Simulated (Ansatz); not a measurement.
# Fitting and testing ρ(T) of Tb (P6_3/mmc)

Wanted: a compact model of ρ(T) for Tb (P6_3/mmc) and a check of it.

The resistivities were computed with Ansatz 0.2.0 (DFT PBE, scalar-relativistic, plane waves, norm-conserving pseudopotentials, 4f of the trivalent lanthanide in the core) from the linearised Boltzmann equation with harmonic phonons, on q 3×3×2, k 12×12×6, scattering 18×18×12; the fit below is done by hand on them.

Experimental background.

For Tb (bulk crystal), “CRC Handbook of Chemistry and Physics, 84th edition, Electrical Resistivity of Pure Metals” (2003, CRC Press, section 12, read from Wikipedia's data page) quotes earlier work: resistivity at 295 K 115 μΩ cm.

## 1. Computed resistivities

The structure is hexagonal, space group P6_3/mmc (No. 194). The conventional cell has a = 3.626 Å, b = 3.626 Å, c = 5.651 Å, α = 90.00°, β = 90.00°, γ = 120.00°. Around Tb on site c lie 12 Tb at 3.52 to 3.63 Å.

This is the relaxed cell of the run, from steps not shown here.

The mean resistivity of the three axes from 50 to 800 K, with one row held back; the colder rows stay outside the fit and test it at the end:

```
T (K)  ρ (μΩ cm)
   50      7.336
   80      14.57
  100      19.13
  150      30.11
  200      40.83
  273          ?
  300      62.04
  400      83.19
  500      104.4
  600      125.5
  800      167.8
```

The resistivity is not converged: the component that moves most changes by 14 % between the two finest meshes at 300 K.

## 2. Model and fit

Bloch and Grüneisen's form is ρ(T) = A (T/Θ)⁵ J₅(Θ/T), with J₅(z) the integral of x⁵/((eˣ − 1)(1 − e⁻ˣ)) from 0 to z. It goes as T⁵ far below Θ and as A T/(4Θ) far above. For a trial Θ the best A is the geometric mean of ρ/[(T/Θ)⁵ J₅] over the rows, and the scatter of that ratio measures the fit:

```
Θ (K)  A (μΩ cm)  scatter (%)
   78      62.61          6.6
  104      85.08          3.7
  116      95.89          2.1
  130      108.9          0.2
  144      122.4          2.2
  162      140.6          5.3
  196      177.8         11.8
```

The scatter is least at Θ = 130 K, with A = 108.9 μΩ cm (0.2 % r.m.s.).

```
T (K)  computed    fit
   50     7.336  7.358
   80     14.57  14.52
  100     19.13  19.10
  150     30.11  30.14
  200     40.83  40.92
  300     62.04  62.18
  400     83.19  83.29
  500     104.4  104.3
  600     125.5  125.3
  800     167.8  167.3
```

## 3. Prediction and check

At T = 273 K, Θ/T = 0.476, J₅ = 0.01269 and (T/Θ)⁵ = 40.84, so the fit gives 56.46 μΩ cm. The computed value is 56.32 μΩ cm: the fit is off by +0.25 %. Outside its range, at 20 K, it gives 0.752 against 0.696 μΩ cm computed, 1.08 times that; at that temperature the run's own test moves by 14 % between meshes in the component that moves most. Among the rows used, the largest miss is -0.3 %, at 80 K.

## 4. Reading Θ and A

Θ = 130 K is 1.44 times ħω_log/k_B (90 K) and 0.85 of the highest phonon frequency (153 K). The high-temperature slope of the fit, A/(4Θ), is 0.209 μΩ cm/K. The same slope from the run's transport coupling and plasma energy, 2π k_B λ_tr/(ħ ε₀ ω_p²) with λ_tr = 0.908, 0.908, 0.917 (xx, yy, zz) and ħω_p = 3.77, 3.77, 5.38 (xx, yy, zz) eV, is 0.214 μΩ cm/K in the mean of the axes, +2.2 % from it. For comparison, the computed rows rise by 0.211 μΩ cm/K between the two hottest.

## 5. Outcome

```yaml
theta: 130 K
a: 108.9 μΩ cm
scatter_of_the_fit: 0.2 %
held_back_row_at_273_k_fit_against_computed: 56.46 against 56.32 μΩ cm
```

Two numbers, Θ = 130 K and A = 109 μΩ cm, hold the computed ρ(T) from 50 to 800 K within 0.22 % r.m.s. and predict the held-back row within 0.25 %. By the run's own test the resistivity at 300 K moves by 14 % between its two finest scattering meshes, in the component that moves most. The mean hides an anisotropy: at 300 K the components are 74.5, 74.5, 37.1 (xx, yy, zz) μΩ cm. The 4f electrons are frozen in the core, and scattering by their moments is left out. Spin–orbit coupling is left out. The fit describes the calculation: impurities, thermal expansion, changes of phase and anharmonicity are in neither.

Calculation against experiment:

| quantity | measured | q 3×3×2, fine 18×18×12 |
| --- | --- | --- |
| resistivity at 295 K (computed: phonon part alone; the measured value holds the sample's residual resistivity and scattering by disordered moments) (μΩ cm) | 115 | 60.98 (-47.0 %) |

Measured values from CRC Press, section 12, read from Wikipedia's data page (2003).

How well it matches: The resistivity at 295 K is off by -47.0 %. The magnetic state of these runs (no moments) need not be that of the sample, so the match is not graded.

[Logs are printed without paths, hosts, clocks, repeated set-up lines and the standing remarks that a program may print on its own settings, such as how far it seeks lower states.]

[Hosts, paths, dates, database ids (printed as entryN), source tags and the programs' standing remarks are cut or masked in the printed files.]
